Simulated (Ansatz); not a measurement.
# Decaying states in the gap of Ba3SrP2Br2, part 2 of 3

A new crystal, Ba3SrP2Br2: structure, gap and complex bands. It is built by putting Ba for Ca, P for N in the SrCa3Br2N2 structure of space group Pm, with the volume rescaled by atomic radii. The parent structure comes from the Materials Project.

Ansatz 0.2.0; PBEsol DFT, plane waves, PAW files (the session's first sound run).

So far. Step 2 (Relaxing the new crystal): The largest force component on a free atom ends at 0.0052 eV/Å.

The structure was built from a prototype and need not be the compound's stable phase.

### 3. Band edges

The energy window and the wavevectors of the next steps follow from the band edges, so these are searched first, off the mesh as well.

File input.yaml:

```yaml
crystal:
  lattice:
    - [7.9203599826, 0.0, 0.0037398814]
    - [0.0, 4.5723340311, 0.0]
    - [-2.6378792303, 0.0, 7.6443025002]
  atoms:
    - { symbol: Sr, position: [0.2658492128, 0.5, 0.2961792944] }
    - { symbol: Ba, position: [0.7585226553, 0.0, 0.2748626203] }
    - { symbol: Ba, position: [0.7389466116, 0.5, 0.7125865594] }
    - { symbol: Ba, position: [0.23655761, 0.0, 0.7130458713] }
    - { symbol: Br, position: [1.0161713555, 0.0, 1.0117484538] }
    - { symbol: Br, position: [0.4874944803, 0.5, 1.0035057048] }
    - { symbol: P, position: [0.497288689, 0.0, 0.4952286258] }
    - { symbol: P, position: [0.9991693854, 0.5, 0.4928428701] }
kpoints:
  mp_grid: { grid: [4, 6, 4] }
  band_path: { path: [VBM, CBM], npoints: 30 }
scf:
  occupations: { method: fixed }
hamiltonian:
  xc: pbesol
output:
  eigenvalues: true
  write_potential: true
  write_density: true
  volumetric_format: npy
  elf: true
```

The run is started by

```
ansatz run input.yaml --threads 2 --pin off --max-ram 4096MiB --backend cpu --events-out ev --progress --plain --runs-dir out
```

Numbers of over 12 decimals in the logs are rounded to 6 here.

The log of the run:

```text
[...]
Crystal: 8 atoms, lattice volume = 276.880 Å³
Basis set: ecut = 420 eV, 5457 PW (Γ)
Bands: 40, of which v1, the nominal top of the filled ones, is band 32 counted from 1 (31 counted from 0)
Symmetry: 2 space group operations
[...]
k-points: 40 of 96 (time reversal used)
[...]
SCF iter   1: F=—  HF=-28045.793712 eV  |F-HF|=—  |Δ(HF+E_count)|=         —  Δρ=2.83e-3  dr2=5.73e-2  ethr=1.77e-3  ⟨swp⟩=7.5  Hψ=6815  notcnv=0  defer=236
[...]
SCF iter   7: F=-28045.781284 eV  HF=-28045.781284 eV  |F-HF|=9.23e-9  |Δ(HF+E_count)|=   3.58e-7  Δρ=1.68e-6  dr2=1.70e-8  ethr=1.56e-10  ⟨swp⟩=21.9  Hψ=12125  notcnv=0
SCF 1 converged in 7 iterations: F = -28045.781284 eV  dr2 = 1.70e-8
[...]
NSCF: frozen V_eff on 80 k-points
[...]
SCF converged after 7 iterations
Free energy (F): -28045.781284 eV
[...]
Internal energy: -28045.781284 eV  (E = F + TS)
E sigma→0 (E₀):  -28045.781284 eV
Fermi energy:    6.251861 eV
[...]
--- Band table (eV; the first three rows and the last of 40) ---
  k-point 0: bands = [... 28 lower, 6.0775, 6.1134, 6.1519, 6.2253, 7.3934, 8.0294, 9.0809, 9.0936, ... 4 higher]
  k-point 1: bands = [... 28 lower, 6.0376, 6.0551, 6.0740, 6.1765, 7.6998, 8.2929, 9.2183, 9.2531, ... 4 higher]
  k-point 2: bands = [... 28 lower, 5.9927, 5.9940, 6.0176, 6.1368, 8.1741, 8.4053, 8.9656, 9.4986, ... 4 higher]
  k-point 39: bands = [... 28 lower, 6.0167, 6.0886, 6.2180, 6.2519, 7.3904, 7.4088, 9.4979, 9.5714, ... 4 higher]
```

The job ended after 87 s (2 threads of Intel Xeon Platinum 8488C (Sapphire Rapids), shared host; peak memory 0.94 GiB; 2.9 min of CPU time).

Numbers from this step:

```
free energy         : -28045.7813 eV
Fermi energy        : 6.252 eV
gap on the k-mesh   : 1.139 eV
gap on path         : 1.139 eV, by band count; negative where bands overlap
direct gap on path  : 1.139 eV
edge places on path : 0, 0 1/A along the path
```

Levels at VBM (eV): -7.35, -7.26, -4.44, -4.32, -3.90, -3.89, -3.72, -3.71, -0.98, -0.63, -0.24, -0.16, -0.03, 0.00, 1.14, 1.16, 3.25, 3.32, 4.18, 4.66, 4.67, 4.71.

ELF in the ac plane at fractional y = 0.500, with atoms of Sr and Ba and Br and P within 0.2 Å of it. It is the smooth field of the valence electrons, not physical close to the nuclei.

Values, 12 rows by 16 columns, each cell a mean:
```
0.02 0.02 0.01 0.05 0.45 0.79 0.80 0.41 0.58 0.82 0.50 0.12 0.08 0.09 0.04 0.02
0.02 0.03 0.03 0.04 0.27 0.63 0.80 0.81 0.70 0.35 0.20 0.51 0.70 0.68 0.40 0.07
0.13 0.28 0.19 0.07 0.05 0.15 0.29 0.28 0.11 0.26 0.78 0.69 0.52 0.82 0.68 0.13
0.62 0.72 0.59 0.32 0.09 0.04 0.03 0.03 0.08 0.61 0.80 0.20 0.26 0.77 0.42 0.25
0.81 0.83 0.79 0.63 0.27 0.08 0.06 0.05 0.08 0.47 0.83 0.79 0.75 0.44 0.39 0.73
0.17 0.65 0.83 0.62 0.18 0.05 0.05 0.08 0.07 0.10 0.27 0.30 0.21 0.47 0.79 0.46
0.37 0.78 0.61 0.24 0.34 0.39 0.17 0.06 0.08 0.06 0.04 0.10 0.47 0.79 0.80 0.35
0.80 0.53 0.29 0.70 0.70 0.81 0.62 0.09 0.05 0.06 0.05 0.14 0.49 0.74 0.82 0.82
0.42 0.14 0.68 0.69 0.29 0.77 0.57 0.06 0.05 0.06 0.04 0.05 0.18 0.45 0.65 0.68
0.05 0.11 0.65 0.81 0.77 0.54 0.15 0.30 0.52 0.52 0.32 0.10 0.04 0.11 0.23 0.20
0.02 0.02 0.11 0.20 0.13 0.21 0.63 0.82 0.81 0.85 0.73 0.37 0.06 0.02 0.03 0.02
0.02 0.02 0.01 0.02 0.25 0.70 0.82 0.31 0.17 0.76 0.79 0.42 0.05 0.01 0.01 0.02
```
Columns run along a (7.9 Å), rows up along c (8.1 Å). Atoms in or near the plane, at fractional coordinates: Sr at (0.27, 0.30), Ba at (0.74, 0.71), Br at (0.49, 0.00), P at (0.00, 0.49).

Electrostatic potential energy in the ac plane at fractional y = 0.500, with atoms of Sr and Ba and Br and P within 0.2 Å of it. With pseudopotentials it is smooth inside the atoms' cores, unlike the true potential.

Ten even steps from '_' (-65 eV) to '@' (10 eV), each cell a mean:
```
@@@@@@@@@@@@@@@@**..____==%%@@@@@@@@@@@@@@@@
@@@@@@@@@@@@@@@@##==--++%%@@@@@@@@@@@@@@@@@@
@@@@@@@@@@@@@@@@@@%%%%@@@@@@@@@@%%%%%%%%@@@@
@@@@@@@@@@@@@@@@@@@@@@@@@@@@%%##**++**%%@@@@
@@@@@@@@@@@@@@@@@@@@@@@@@@%%##++====++##%%@@
@@@@@@@@@@@@@@@@@@@@@@@@@@##++==----==**%%@@
@@@@@@@@@@@@@@@@@@@@@@@@@@##==------++##@@@@
@@@@@@@@@@@@@@@@@@@@@@@@%%##++====++##%%@@@@
####%%@@@@@@@@@@@@@@@@@@@@%%**++**##%%@@@@%%
::--##@@@@@@@@@@@@@@@@@@@@@@%%%%%%@@@@@@%%++
__::**@@@@@@@@@@@@@@@@@@@@@@@@@@@@@@@@@@++..
__--%%@@@@@@@@@@@@@@@@@@@@@@@@@@@@@@@@%%==__
==##@@@@@@%%####%%@@@@@@@@@@@@@@@@@@@@%%**--
%%@@@@@@##--..::**%%@@@@@@@@@@@@@@@@@@@@%%%%
@@@@@@%%--______++%%@@@@@@@@@@@@@@@@@@@@@@@@
@@@@%%**..____..**%%@@@@@@@@@@@@@@@@@@@@@@@@
@@@@%%**..____==%%@@@@@@@@@@@@@@@@@@@@@@@@@@
@@@@%%##**==**%%@@@@@@@@@@@@@@@@@@@@@@@@@@@@
@@@@@@%%%%%%%%@@@@@@@@@@@@@@@@@@@@@@@@@@@@@@
@@@@@@@@@@@@@@@@@@%%**++**%%@@@@@@@@@@@@@@@@
@@@@@@@@@@@@@@@@%%++..__..**@@@@@@@@@@@@@@@@
@@@@@@@@@@@@@@@@##..____..**@@@@@@@@@@@@@@@@
```
Columns run along a (7.9 Å; values clipped at the 3rd and 97th percentile), rows up along c (8.1 Å). Atoms in or near the plane, at fractional coordinates: Sr at (0.27, 0.30), Ba at (0.74, 0.71), Br at (0.49, 0.00), P at (0.00, 0.49).

Valence density in the ac plane at fractional y = 0.500, with atoms of Sr and Ba and Br and P within 0.2 Å of it. It is the smooth field of the valence electrons, not physical close to the nuclei.

Values in e/Å³, 12 rows by 16 columns, each cell a mean:
```
0.0 0.0 0.0 0.0 0.1 0.3 1.0 0.9 0.9 0.6 0.2 0.1 0.0 0.0 0.0 0.0
0.0 0.0 0.0 0.0 0.1 0.2 0.4 0.5 0.3 0.1 0.1 0.3 0.5 0.4 0.2 0.0
0.0 0.0 0.0 0.0 0.0 0.1 0.1 0.1 0.1 0.1 0.7 1.1 1.1 1.2 0.4 0.1
0.1 0.1 0.1 0.1 0.0 0.0 0.0 0.0 0.1 0.4 1.2 0.8 0.8 1.1 0.3 0.1
0.5 0.5 0.3 0.1 0.0 0.0 0.0 0.0 0.1 0.3 0.9 1.1 0.9 0.4 0.2 0.4
0.4 0.6 0.4 0.1 0.1 0.0 0.0 0.0 0.1 0.1 0.2 0.2 0.1 0.2 0.5 0.5
0.5 0.6 0.3 0.2 0.3 0.3 0.2 0.1 0.0 0.0 0.0 0.0 0.1 0.2 0.6 0.5
0.4 0.2 0.3 1.2 2.1 2.0 0.6 0.1 0.0 0.0 0.0 0.0 0.1 0.2 0.4 0.4
0.1 0.1 0.8 2.4 2.1 2.1 0.5 0.1 0.0 0.0 0.0 0.0 0.0 0.1 0.1 0.1
0.0 0.1 0.5 1.3 1.3 0.5 0.1 0.1 0.1 0.1 0.1 0.0 0.0 0.0 0.0 0.0
0.0 0.0 0.1 0.1 0.1 0.1 0.3 0.6 0.8 0.7 0.3 0.1 0.0 0.0 0.0 0.0
0.0 0.0 0.0 0.0 0.1 0.2 0.8 0.8 0.7 1.0 0.3 0.1 0.0 0.0 0.0 0.0
```
Columns run along a (7.9 Å), rows up along c (8.1 Å). Atoms in or near the plane, at fractional coordinates: Sr at (0.27, 0.30), Ba at (0.74, 0.71), Br at (0.49, 0.00), P at (0.00, 0.49).

The searched edges give 1.14 eV, as on the mesh.

### 4. Complex bands

This step: PBEsol DFT, plane waves, PAW files; complex bands by layer matching along the plane's normal (Ansatz 0.2.0).

The same crystal is laid in a cell whose first two vectors span the (001) plane (indices of the standard conventional cell, whose axes can be ordered otherwise than in the bulk input). At fixed energy and wavevector in the plane the solver finds all kz, real and complex. A few wavevectors are listed, (0, 0) and (-0.5, -0.5) in units of the plane's reciprocal vectors; the slowest state needn't be among them.

File input.yaml:

```yaml
crystal:
  lattice:
    - [7.920360866, 0.0, 0.0]
    - [0.0, 4.572334031, 0.0]
    - [-2.634269406, 0.0, 7.645547217]
  atoms:
    - { symbol: Sr, position: [0.2658492128, 0.5, 0.2961792944] }
    - { symbol: Ba, position: [0.7585226553, 0.0, 0.2748626203] }
    - { symbol: Ba, position: [0.7389466116, 0.5, 0.7125865594] }
    - { symbol: Ba, position: [0.23655761, 0.0, 0.7130458713] }
    - { symbol: Br, position: [0.0161713555, 0.0, 0.0117484538] }
    - { symbol: Br, position: [0.4874944803, 0.5, 0.0035057048] }
    - { symbol: P, position: [0.497288689, 0.0, 0.4952286258] }
    - { symbol: P, position: [0.9991693854, 0.5, 0.4928428701] }
kpoints:
  mp_grid: { grid: [4, 6, 4] }
scf:
  occupations: { method: fixed }
hamiltonian:
  xc: pbesol
output:
  eigenvalues: true
  transmission:
    leads: [[0, 0]]
    kpoints: [[0.0, 0.0], [-0.5, -0.5]]
    e_range: [-1.0, 2.14]
    de: 0.06
```

The log of the run:

```text
[...]
Crystal: 8 atoms, lattice volume = 276.880 Å³
Basis set: ecut = 420 eV, 5457 PW (Γ)
Bands: 40, of which v1, the nominal top of the filled ones, is band 32 counted from 1 (31 counted from 0)
Symmetry: 2 space group operations
[...]
k-points: 40 of 96 (time reversal used)
[...]
SCF iter   1: F=—  HF=-28045.793710 eV  |F-HF|=—  |Δ(HF+E_count)|=         —  Δρ=2.83e-3  dr2=5.73e-2  ethr=1.77e-3  ⟨swp⟩=7.5  Hψ=6815  notcnv=0  defer=236
[...]
SCF iter   7: F=-28045.781284 eV  HF=-28045.781284 eV  |F-HF|=9.25e-9  |Δ(HF+E_count)|=   3.58e-7  Δρ=1.68e-6  dr2=1.70e-8  ethr=1.56e-10  ⟨swp⟩=21.9  Hψ=12131  notcnv=0
SCF 1 converged in 7 iterations: F = -28045.781284 eV  dr2 = 1.70e-8
[...]
transmission: 13 of 26 steps passed
transmission: 26 of 26 steps passed
SCF converged after 7 iterations
Free energy (F): -28045.781284 eV
[...]
Internal energy: -28045.781284 eV  (E = F + TS)
E sigma→0 (E₀):  -28045.781284 eV
Fermi energy:    6.251861 eV
[...]
--- Band table (eV; the first three rows and the last of 40) ---
  k-point 0: bands = [... 28 lower, 6.0775, 6.1134, 6.1519, 6.2253, 7.3934, 8.0294, 9.0809, 9.0936, ... 4 higher]
  k-point 1: bands = [... 28 lower, 6.0376, 6.0551, 6.0740, 6.1765, 7.6998, 8.2929, 9.2183, 9.2531, ... 4 higher]
  k-point 2: bands = [... 28 lower, 5.9927, 5.9940, 6.0176, 6.1368, 8.1741, 8.4053, 8.9656, 9.4986, ... 4 higher]
  k-point 39: bands = [... 28 lower, 6.0167, 6.0886, 6.2180, 6.2519, 7.3904, 7.4088, 9.4979, 9.5714, ... 4 higher]
--- Transmission ---
  basis      : 325 plane waves across, 13 finite elements along
  points     : 2, as listed
  energies   : 53 from -1.000000 to 2.120000 eV about the Fermi level, 0.060000 eV apart; the leads are filled to 0.569263 eV, and channels, transmission and decay are at 0.560000 eV
  crystal 0  : Br2Ba3Sr1P2, at the sites [0, 0], period 7.6455 Å: whole cells are its period
    offset         : up to 0.0000 Å between an atom of the period and one for which it stands
    channels       : 0.000000e0 a spin
    conductance    : none, the energies end too early or step too widely for 300 K: set another output.transmission.e_range or a lower de, or, where they end at an eighth of basis.ecutwfc, a higher one
    slowest decay  : 0.2259 /Å at (-0.5000, -0.5000)
```

Wall time 1.8 min (2 threads); peak memory 1.4 GiB; 2.9 min of CPU time.

Numbers from this step:

```yaml
level_to_which_the_leads_are_filled: 0.5693 eV from the Fermi level
decay_constant_at_the_filling_level_zone_centre: 0.2261 Å⁻¹
decay_constant_at_the_filling_level_slowest_listed_point: 0.2259 Å⁻¹
```

K parallel (0, 0); values up to 1.5 1/Å, a degenerate pair printed once or twice; energies at which all values exceed this have no row. Im kz of the slowest decaying states against energy, zero at the highest filled level on the SCF mesh:

```tsv
energy (eV)	decay 1 (Å⁻¹)	decay 2 (Å⁻¹)	decay 3 (Å⁻¹)	decay 4 (Å⁻¹)
-1.00	0.438	0.441	0.555	0.680
-0.82	0.0939	0.399	0.402	0.523
-0.70	0.167	0.367	0.371	0.498
-0.52	0.131	0.236	0.303	0.307
-0.40	0.164	0.238	0.242	0.278
-0.22	0.193	0.278	0.365	0.705
-0.04	0.146	0.211	0.237	0.425
0.02	0.153	0.194	0.219	0.227
0.08	0.210	0.219	0.249	0.334
0.26	0.232	0.286	0.300	0.409
0.38	0.233	0.314	0.323	0.440
0.56	0.226	0.340	0.347	0.460
0.74	0.211	0.357	0.362	0.460
0.86	0.176	0.214	0.364	0.368
1.04	0.109	0.205	0.371	0.374
1.16	0.195	0.373	0.376	0.459
1.34	0.174	0.373	0.376	0.458
1.52	0.143	0.370	0.372	0.458
1.64	0.109	0.366	0.368	0.459
1.82	0.359	0.360	0.433	0.461
1.94	0.0278	0.351	0.353	0.404
2.12	0.0795	0.315	0.337	0.338
```

K parallel (0, 0). The Re kz of states that move upwards by energy, zero at the highest filled level on the SCF mesh:

```tsv
energy (eV)	channel 1 (Å⁻¹)	channel 2 (Å⁻¹)	channel 3 (Å⁻¹)
-1.00	-0.306	-0.149	-
-0.88	-0.203	-0.0319	-
-0.70	-0.0600	-	-
-0.58	-	-	-
-0.40	-	-	-
-0.28	-	-	-
-0.10	-0.289	-	-
0.02	-	-	-
0.20	-	-	-
0.32	-	-	-
0.50	-	-	-
0.62	-	-	-
0.80	-	-	-
0.92	-	-	-
1.10	-	-	-
1.22	0.0995	-	-
1.40	0.187	-	-
1.52	0.232	-	-
1.70	0.294	-	-
1.82	0.0668	0.338	-
2.00	0.178	-	-
2.12	0.284	-	-
```

K parallel (-0.5, -0.5); values up to 1.5 1/Å, a degenerate pair printed once or twice; energies at which all values exceed this have no row. Table of Im kz of the slowest decaying states by energy, zero at the highest filled level on the SCF mesh:

```tsv
energy (eV)	decay 1 (Å⁻¹)	decay 2 (Å⁻¹)	decay 3 (Å⁻¹)	decay 4 (Å⁻¹)
-1.00	0.130	0.502	0.540	0.603
-0.82	0.175	0.475	0.513	0.579
-0.70	0.221	0.453	0.491	0.559
-0.52	0.159	0.271	0.411	0.449
-0.40	0.227	0.305	0.377	0.420
-0.22	0.105	0.118	0.249	0.262
-0.04	0.227	0.239	0.403	0.441
0.02	0.117	0.174	0.238	0.276
0.08	0.213	0.215	0.246	0.314
0.26	0.240	0.252	0.332	0.398
0.38	0.239	0.250	0.372	0.427
0.56	0.226	0.235	0.413	0.430
0.74	0.199	0.207	0.436	0.474
0.86	0.172	0.180	0.444	0.462
1.04	0.107	0.118	0.442	0.454
1.16	0.443	0.449	0.471	0.519
1.34	0.442	0.445	0.479	0.526
1.52	0.435	0.445	0.484	0.531
1.64	0.429	0.445	0.486	0.532
1.82	0.421	0.444	0.486	0.533
1.94	0.0325	0.414	0.443	0.485
2.12	0.0762	0.0801	0.403	0.439
```

At the listed wavevectors the last open channel is at -0.04 eV and the next at +1.16 eV on the grid. At +0.56 eV, the grid energy nearest the filling level (the middle of the gap on the SCF mesh), the slowest state at the listed wavevectors decays with κ = 0.226 Å⁻¹, its amplitude falling by e over 4.4 Å. Through 1 nm of this crystal that state's transmission falls by exp(−2 × 0.226 Å⁻¹ × 10 Å) = 0.011.

### 5. Decay over the two-dimensional zone

The listed points could miss the slowest state, so one energy near mid-gap is solved on a mesh of 8×12.

input.yaml, as its differences from that of step 4:

```diff
@@ -22,6 +22,2 @@
   eigenvalues: true
-  transmission:
-    leads: [[0, 0]]
-    kpoints: [[0.0, 0.0], [-0.5, -0.5]]
-    e_range: [-1.0, 2.14]
-    de: 0.06
+  transmission: { leads: [[0, 0]], kmesh: [8, 12], e_range: [0.57, 0.58], de: 0.05 }
```

The log of the run:

```text
[...]
Crystal: 8 atoms, lattice volume = 276.880 Å³
Basis set: ecut = 420 eV, 5457 PW (Γ)
Bands: 40, of which v1, the nominal top of the filled ones, is band 32 counted from 1 (31 counted from 0)
Symmetry: 2 space group operations
[...]
k-points: 40 of 96 (time reversal used)
[...]
SCF iter   1: F=—  HF=-28045.793710 eV  |F-HF|=—  |Δ(HF+E_count)|=         —  Δρ=2.83e-3  dr2=5.73e-2  ethr=1.77e-3  ⟨swp⟩=7.5  Hψ=6815  notcnv=0  defer=236
[...]
SCF iter   7: F=-28045.781284 eV  HF=-28045.781284 eV  |F-HF|=9.25e-9  |Δ(HF+E_count)|=   3.58e-7  Δρ=1.68e-6  dr2=1.70e-8  ethr=1.56e-10  ⟨swp⟩=21.9  Hψ=12131  notcnv=0
SCF 1 converged in 7 iterations: F = -28045.781284 eV  dr2 = 1.70e-8
[...]
transmission: 48 of 420 steps passed
transmission: 96 of 420 steps passed
[...]
transmission: 420 of 420 steps passed
SCF converged after 7 iterations
Free energy (F): -28045.781284 eV
[...]
Internal energy: -28045.781284 eV  (E = F + TS)
E sigma→0 (E₀):  -28045.781284 eV
Fermi energy:    6.251861 eV
[...]
--- Band table (eV; the first three rows and the last of 40) ---
  k-point 0: bands = [... 28 lower, 6.0775, 6.1134, 6.1519, 6.2253, 7.3934, 8.0294, 9.0809, 9.0936, ... 4 higher]
  k-point 1: bands = [... 28 lower, 6.0376, 6.0551, 6.0740, 6.1765, 7.6998, 8.2929, 9.2183, 9.2531, ... 4 higher]
  k-point 2: bands = [... 28 lower, 5.9927, 5.9940, 6.0176, 6.1368, 8.1741, 8.4053, 8.9656, 9.4986, ... 4 higher]
  k-point 39: bands = [... 28 lower, 6.0167, 6.0886, 6.2180, 6.2519, 7.3904, 7.4088, 9.4979, 9.5714, ... 4 higher]
--- Transmission ---
  basis      : 325 plane waves across, 12 finite elements along
  points     : 35, standing for a mesh of 8 x 12
  energies   : 1 from 0.570000 to 0.570000 eV about the Fermi level; the leads are filled to 0.569263 eV, and channels, transmission and decay are at 0.570000 eV
[...]
channels       : 0.000000e0 a spin
    conductance    : none, crystal 0 has no channel at the energies, or these end too early or step too widely for 300 K: set another output.transmission.e_range or a lower de, or, where they end at an eighth of basis.ecutwfc, a higher one
    slowest decay  : 0.2248 /Å at (0.5000, 0.5000)
```

Run time: 1.9 min. Hardware: 2 threads; peak memory 1.4 GiB.

This step gave:

```
least decay constant on the mesh : 0.2248 Å⁻¹
```

Slowest decay constant (1/Å; 0 where a channel is open) over k1 and k2. At 0.5700 eV from the Fermi level.

Ten even steps from '_' (0.225) to '@' (0.373):
```
....--**@@**--..
----++**@@**++--
****++**%%**++**
@@##**++++++**##
**++--......--++
====::______::==
**++--......--++
@@##**++++++**##
****++**%%**++**
----++**@@**++--
....--**@@**--..
____--**@@**--__
```
Columns: k1 (b1) from -0.5 to 0.375; rows upwards: k2 (b2) from -0.5 to 0.417.

The least value on the mesh is 0.225 Å⁻¹ at +0.57 eV. At that energy the listed points give about 0.225 Å⁻¹ by interpolation, so the mesh holds no clearly slower state.

[end of part 2 of 3]

[Logs are printed without paths, hosts, clocks, repeated set-up lines and the standing remarks that a program may print on its own settings, such as how far it seeks lower states.]

[Hosts, paths, dates, database ids (printed as entryN), source tags and the programs' standing remarks are cut or masked in the printed files.]

[New means built here by substitution; the compound itself may be known and measured.]
